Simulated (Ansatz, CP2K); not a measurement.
# Which run comes nearest? Liquid Al at 1200 K (111 atoms)

Density of this cell: 2.33 g/cm³. The cell holds 111 atoms: 111 Al. Cell: a = 12.877 Å, b = 12.877 Å, c = 12.877 Å, α = 90.0°, β = 90.0°, γ = 90.0°. 111 atoms (111 Al) placed at random at 2.39 g/cm³, melted at 1500 K for 10 ps at fixed volume with the Finnis-Sinclair Al potential (Mendelev, file Al_mm.eam.fs of the LAMMPS distribution). Snapshot at the end of a hold of 10 ps at 1200 K and zero pressure. Then every atom was moved at random, 0.03 Å r.m.s. a Cartesian component.

Geometry: as built.

The reference, a calculation:

| Item | Value |
| --- | --- |
| method | Kohn-Sham DFT, PBE, PAW, plane waves (Ansatz 0.2.0); cutoff 420 eV, Γ point, fermi-dirac smearing of 0.05 eV; PAW set soft_2 |
| r.m.s. force component | 0.8729 eV/Å |
| longest force | 3.667 eV/Å |
| pressure | 0.9318 GPa |
| SCF cycles | 7 |
| time | 24 s on 4 threads of Arm Neoverse V1, shared host |
| CPU time | 88 s |

**Question.** The same geometry is run in other programs. How far does each lie from the reference, and what does it cost?
- CP2K PBE, DZVP-UZH, 350/50 Ry, diagonalisation (CP2K 2026.2; 4 MPI ranks)
- CP2K TPSS, PBE potentials, DZVP-MOLOPT-SR, 350/50 Ry, diagonalisation (CP2K 2026.2; 4 MPI ranks)
- CP2K PBE, DZVP-MOLOPT-SR, 350/50 Ry, diagonalisation (CP2K 2026.2; 2 threads)
- CP2K PBE+D3(BJ), DZVP-MOLOPT-SR, 350/50 Ry, diagonalisation (CP2K 2026.2; 2 threads)
- CP2K PBE, SZV-MOLOPT-SR, 350/50 Ry, diagonalisation (CP2K 2026.2; 1 thread)
- CP2K PBE, DZVP-MOLOPT-SR, 244/50 Ry, diagonalisation (CP2K 2026.2; 2 threads)
- CP2K PBE, DZVP-MOLOPT-SR, 122/50 Ry, diagonalisation (CP2K 2026.2; 2 threads)

Differences are against the plane-wave reference, forces as r.m.s. over components; share is that over the reference's r.m.s. force, slope the least-squares factor from reference forces to these. Total energies of different programs have different zeros and aren't compared.

```
                                                                  run  Δ force, r.m.s. (meV/Å)  share (%)  slope  Δ pressure (GPa)  cores  CPU time  memory (GiB)
                                                            reference                        -          -      -                 -      4      88 s           2.0
                       CP2K PBE, DZVP-UZH, 350/50 Ry, diagonalisation                     14.7       1.69  0.988            -0.212      4    15 min           4.1
CP2K TPSS, PBE potentials, DZVP-MOLOPT-SR, 350/50 Ry, diagonalisation                     21.1       2.42  1.014            -0.467      4    23 min           3.9
                 CP2K PBE, DZVP-MOLOPT-SR, 350/50 Ry, diagonalisation                     14.5       1.66  0.992            -0.193      2   7.4 min           2.6
          CP2K PBE+D3(BJ), DZVP-MOLOPT-SR, 350/50 Ry, diagonalisation                     16.4       1.87  0.991             -2.64      2   7.4 min           2.7
         CP2K PBE, SZV-MOLOPT-SR, 350/50 Ry, diagonalisation (coarse)                      271       31.1  1.016              5.99      1   3.3 min           2.3
        CP2K PBE, DZVP-MOLOPT-SR, 244/50 Ry, diagonalisation (coarse)                     14.5       1.66  0.992            -0.193      2   5.5 min           1.6
        CP2K PBE, DZVP-MOLOPT-SR, 122/50 Ry, diagonalisation (coarse)                     14.5       1.66  0.992            -0.193      2   6.6 min          0.91
```

Rows marked coarse were listed beforehand as settings not expected to be converged; some can still land near the reference.

CPU time is summed over cores on a shared host, where runs went side by side, so it is rough. Symmetry, cutoffs, thresholds, outputs and thread counts weren't matched or tuned between programs; memory under MPI is the largest rank's times the ranks.

The PBE runs in local orbitals, coarse settings apart, differ by 1.7 % in each run; basis, grid and potentials can all enter. Rows with another functional or a dispersion term differ by 1.9 % (CP2K PBE+D3(BJ), DZVP-MOLOPT-SR, 350/50 Ry, diagonalisation) to 2.4 % (CP2K TPSS, PBE potentials, DZVP-MOLOPT-SR, 350/50 Ry, diagonalisation), which mixes the change of model with differences of basis and potentials, some of them made for another functional. Runs with settings chosen to be coarse differ by 1.7 % (CP2K PBE, DZVP-MOLOPT-SR, 244/50 Ry, diagonalisation) to 31 % (CP2K PBE, SZV-MOLOPT-SR, 350/50 Ry, diagonalisation), their programs' other errors included. None of the electronic-structure runs in the table takes under half the reference's CPU time of 88 s; they take 2.2 to 16 times as much. The electron count is odd in these runs, and they have no spin polarisation, so the unpaired electron is spread evenly over both spins. The network of bonds at the start is that of the classical potential that made the cell, and needn't be the one that DFT or experiment would give. The electron count is odd and the run has no spin polarisation, so levels at the top are partly filled by construction. The electronic-structure runs sample only Γ, in a cell whose shortest periodic width is 13 Å, which is coarse for a cell with partly filled levels.

[Logs are printed without paths, hosts, clocks, repeated set-up lines and the standing remarks that a program may print on its own settings, such as how far it seeks lower states.]

[Hosts, paths, dates, database ids (printed as entryN), source tags and the programs' standing remarks are cut or masked in the printed files.]
